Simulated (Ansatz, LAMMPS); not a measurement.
# Localised basis functions on regrown after partial melting: C with 5 % Si on C sites, (111) (192 atoms), part 2 of 2

Aim: test how closely localised support functions follow the reference on regrown after partial melting: C with 5 % Si on C sites, (111) (192 atoms), and at what cost. A setting counts as converged where the r.m.s. difference of forces stays under 1 % of the r.m.s. force.

Ansatz 0.2.0; Kohn-Sham DFT, PBE, PAW (set soft_2), plane waves.

The cell: 10 Si and 182 C. The network of bonds at the start is that of the classical potential that made the cell.

So far. Step 10 (Support functions medium, spacing 0.206 Å): Forces differ from the reference by 0.73 meV/Å r.m.s., 0.068 % of their size, well within a tolerance of 1 %; the energy by -3.7 meV/atom.

### 12. What the reference run shows (continued)

Electrostatic potential energy in the cb plane at fractional x = 0.337, with atoms of C and Si within 0.2 Å of it. With pseudopotentials it is smooth inside the atoms' cores, unlike the true potential.

Ten even steps from '0' (-61 eV) to '9' (14 eV), each cell a mean:
```
999999864787569999999999877986469999
866898668999999999768986568999899999
511685127999999998314862237999999999
501684017999999998203752136999999999
755897558999999998646874358999999999
779999999999878987689987789999756898
148999999999512761159999999998401784
028999999998401661059999999998512783
468999999999745885579999999998767996
899999865887678999999998667964589999
999999610573148999999997214840279999
999999610572038999999997315863489999
999999866886579999999998768998899999
976797568999999999756886579999999999
830374027999999998402771049999999999
820374137999999998402772159999999999
865798679999999999756997689999988899
657999999999977898789999999999854588
204899999999721573148999999999621267
214899999999610472038999999999621267
667999999999854786469999988999754588
999999976898678999899999744798777899
999999721574138999999999500574148999
999999610473027999999999722672028999
```
Columns run along c (12.8 Å; values clipped at the 3rd and 97th percentile), rows up along b (8.7 Å). Atoms in or near the plane, at fractional coordinates: C at (0.22, 0.02), C at (0.34, 0.02), C at (0.22, 0.53), C at (0.34, 0.53), C at (0.39, 0.19), C at (0.51, 0.19), C at (0.37, 0.69), C at (0.49, 0.69), C at (0.06, 0.36), C at (0.18, 0.37), C at (0.05, 0.86), C at (0.18, 0.86), Si at (0.67, 0.85), C at (0.82, 0.55) and more.

Valence density in the cb plane at fractional x = 0.337, with atoms of C and Si within 0.2 Å of it. It is the smooth field of the valence electrons, not physical close to the nuclei.

Ten even steps from '0' (0.1 e/Å³) to '9' (2.0 e/Å³), each cell a mean:
```
111001487434652000110002465335752000
354223685211221002443211232111221001
587546884100000003788530011000000001
588657884000000003899630001000000001
586324663000110014886320011000121002
663101221001343235863110110001454223
873000000002687678952000000002687557
873000000002699778852000000002687557
652000121113796445641001211124774334
221001355335873111210013654357752101
000001588878972000000015997679841000
000001588878872000000014886568841000
011102576334642000111014773223421000
245435774101210001454336862001111000
378878984100000002687668962000001000
379878984100000002687657962000001100
478534553000011002675324541000011111
686311121000244224763101110000111123
997200000001478767873000000000100147
996200000001489878873000000000100147
554100111001587545652000122111331123
121000244324674211221001466434663101
000001478767883100000001588767983100
000001489878873000000001598668973000
```
Columns run along c (12.8 Å), rows up along b (8.7 Å). Atoms in or near the plane, at fractional coordinates: C at (0.22, 0.02), C at (0.34, 0.02), C at (0.22, 0.53), C at (0.34, 0.53), C at (0.39, 0.19), C at (0.51, 0.19), C at (0.37, 0.69), C at (0.49, 0.69), C at (0.06, 0.36), C at (0.18, 0.37), C at (0.05, 0.86), C at (0.18, 0.86), Si at (0.67, 0.85), C at (0.82, 0.55) and more.

Mean intrinsic-atomic-orbital charges: C -0.06, Si +1.05 e. By these charges the region 'crystal' has given 0.24 e to 'remelted part'; where the regions aren't neutral units, this includes their ionic charge. Within 0.4 eV of the Fermi level the largest share is C p (79 % of the projected weight).

### 13. Structure statistics

Bonds and neighbours are counted at the geometry of the runs.

Density 3.64 g/cm³, 5.868 Å³ an atom.

g(r), total and by pair (bins of 0.2 Å):

| r (Å) | total | C-C | C-Si | Si-Si |
| --- | --- | --- | --- | --- |
| 1.30 | 0.01 | 0.01 | 0.00 | 0.00 |
| 1.50 | 3.25 | 3.62 | 0.00 | 0.00 |
| 1.70 | 0.50 | 0.28 | 2.47 | 0.00 |
| 1.90 | 0.06 | 0.00 | 0.56 | 0.00 |
| 2.10 | 0.03 | 0.02 | 0.06 | 2.19 |
| 2.30 | 0.24 | 0.27 | 0.00 | 0.00 |
| 2.50 | 3.26 | 3.38 | 2.05 | 5.79 |
| 2.70 | 0.77 | 0.67 | 1.72 | 0.00 |
| 2.90 | 1.94 | 1.96 | 1.80 | 2.06 |
| 3.10 | 1.05 | 1.04 | 1.16 | 0.98 |
| 3.30 | 0.18 | 0.15 | 0.42 | 0.86 |
| 3.50 | 0.55 | 0.57 | 0.40 | 0.70 |
| 3.70 | 0.67 | 0.69 | 0.54 | 1.26 |
| 3.90 | 1.32 | 1.33 | 1.21 | 0.00 |
| 4.10 | 0.41 | 0.39 | 0.57 | 1.06 |
| 4.30 | 1.42 | 1.45 | 1.21 | 2.44 |
| 4.50 | 1.52 | 1.50 | 1.61 | 1.32 |
| 4.70 | 1.31 | 1.33 | 1.19 | 0.82 |
| 4.90 | 0.48 | 0.44 | 0.76 | 1.11 |
| 5.10 | 0.90 | 0.91 | 0.83 | 0.34 |
| 5.30 | 1.41 | 1.43 | 1.27 | 0.64 |
| 5.50 | 0.78 | 0.75 | 1.03 | 0.59 |
| 5.70 | 1.27 | 1.29 | 1.11 | 0.54 |
| 5.90 | 0.82 | 0.81 | 0.95 | 0.51 |
| 6.10 | 0.39 | 0.39 | 0.36 | 0.96 |
| 6.30 | 0.78 | 0.77 | 0.82 | 0.68 |
| 6.50 | 1.02 | 1.02 | 1.06 | 1.49 |
| 6.70 | 1.80 | 1.82 | 1.68 | 0.99 |

The surroundings of C134, whose charge lies farthest from its element's mean, nearest first, numbered as they follow in the input and with coordinates relative to it.

```csv
atom,x,y,z,distance (Å),intrinsic-atomic-orbital charge (e),Fx,Fy,Fz (eV/Å)
C134,0.00,0.00,0.00,0.00,-0.59,0.61,-0.77,-0.98
C180,-1.07,-0.88,0.63,1.53,0.03,1.35,0.26,0.36
C133,0.35,-0.18,-1.51,1.56,0.00,-2.38,0.47,0.21
Si113,1.44,-0.57,0.74,1.72,0.94,-0.22,-0.47,1.94
Si121,-0.70,1.79,0.20,1.93,1.10,1.32,-0.15,0.62
C136,-2.27,-0.22,0.12,2.29,0.01,-0.41,0.74,0.67
C34,-0.95,0.57,-2.03,2.31,0.02,1.80,-0.94,-0.21
C107,0.96,2.23,0.67,2.51,-0.24,-1.68,-1.36,-0.03
C103,-0.95,-2.34,0.22,2.54,0.00,0.22,0.06,-1.79
C106,1.90,1.72,-0.16,2.57,0.01,0.08,1.65,0.07
```

### 14. What came out

```json
{
  "free energy per atom": "-270.5406 eV/atom",
  "pressure": "24.65 GPa",
  "r.m.s. force component": "1.073 eV/Å",
  "gap (highest filled to lowest empty level)": "0.2013 eV",
  "wall time of the 8 DFT runs": "30 min"
}
```

Against plane waves at 420 eV, the forces differ by 0.75 meV/Å (0.070 %) with support functions medium. Differences between support functions and plane waves include what basis error the plane-wave run still has. As the typed spacing goes from 0.206 to 0.411 Å, the force difference goes from 0.73 to 156 meV/Å, while the time lies between 3.3 min and 4.6 min.

Filled and empty levels are parted by 0.201 eV on the run's k-points; the mesh holds the band edges only if they fold onto it, so the gap at this level can be narrower or closed, while semilocal functionals tend to narrow gaps against experiment.

What to keep in mind: The force components of 1.1 eV/Å r.m.s. come partly from thermal motion and partly from the difference between the classical potential and DFT. The stress is far from hydrostatic: its diagonal is 35.5, 33.0, 5.4 GPa, compression counted positive. The pressure of 25 GPa is that of one thermal frame, in which the classical model's bond lengths enter as well as the volume, without the kinetic term.

[Logs are printed without paths, hosts, clocks, repeated set-up lines and the standing remarks that a program may print on its own settings, such as how far it seeks lower states.]

[Hosts, paths, dates, database ids (printed as entryN), source tags and the programs' standing remarks are cut or masked in the printed files.]
